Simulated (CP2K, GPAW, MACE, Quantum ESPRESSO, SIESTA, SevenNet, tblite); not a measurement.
# Which run comes nearest? Random packing of Ta40Si10N50 (at. %) (78 atoms)

Density of this cell: 10.3 g/cm³. The cell holds 78 atoms: 31 Ta, 8 Si and 39 N. Cell: a = 10.088 Å, b = 10.088 Å, c = 10.088 Å, α = 90.0°, β = 90.0°, γ = 90.0°. 78 atoms (31 Ta, 8 Si, 39 N) packed at random in a cube at 10.3 g/cm³ and pushed apart as soft spheres; a start for melting by ab initio MD, not an equilibrated structure. Then every atom was moved at random, 0.05 Å r.m.s. a Cartesian component.

Geometry: as built.

The reference, a calculation:

- method: Kohn-Sham DFT, PBE, SSSP efficiency 1.3.0 pseudopotentials, plane waves (Quantum ESPRESSO 7.5); sssp-pbe-1.3.0-efficiency, cutoffs 60/480 Ry, Γ point
- r.m.s. force component: 3.145 eV/Å
- longest force: 12.05 eV/Å
- pressure: 9.017 GPa
- time: 28 min on 2 MPI ranks of Arm Neoverse N1, shared host
- CPU time: 55 min

Runs, in no order:
A. CP2K PBE, SZV-MOLOPT-SR, 600/50 Ry, diagonalisation: Kohn-Sham DFT, PBE, GTH-PBE pseudopotentials, Gaussian and plane waves, SZV-MOLOPT-SR-GTH, diagonalisation
B. CP2K PBE, DZVP-MOLOPT-SR, 600/50 Ry, diagonalisation: Kohn-Sham DFT, PBE, GTH-PBE pseudopotentials, Gaussian and plane waves, DZVP-MOLOPT-SR-GTH, diagonalisation
C. SIESTA PBE, DZP, shift 0.01 Ry, mesh 500 Ry: Kohn-Sham DFT, PBE, PseudoDojo 0.4.1 norm-conserving pseudopotentials (converted to PSML), numerical atomic orbitals (DZP), diagonalisation
D. GPAW PBE, plane waves 600 eV: Kohn-Sham DFT, PBE, PAW, plane waves

Q: Order them from the smallest to the largest r.m.s. force difference.

D, B, C, A.

| run | Δ force, r.m.s. (meV/Å) | share of r.m.s. force (%) | CPU time |
| --- | --- | --- | --- |
| D. GPAW PBE, plane waves 600 eV | 55.2 | 1.76 | 22 min |
| B. CP2K PBE, DZVP-MOLOPT-SR, 600/50 Ry, diagonalisation | 123 | 3.90 | 25 min |
| C. SIESTA PBE, DZP, shift 0.01 Ry, mesh 500 Ry | 182 | 5.79 | 26 min |
| A. CP2K PBE, SZV-MOLOPT-SR, 600/50 Ry, diagonalisation | 707 | 22.5 | 11 min |

The electronic-structure runs sample only Γ, in a cell whose shortest periodic width is 10 Å, which is coarse for a cell with partly filled levels.

[Hosts, paths, dates, database ids (printed as entryN), source tags and the programs' standing remarks are cut or masked in the printed files.]
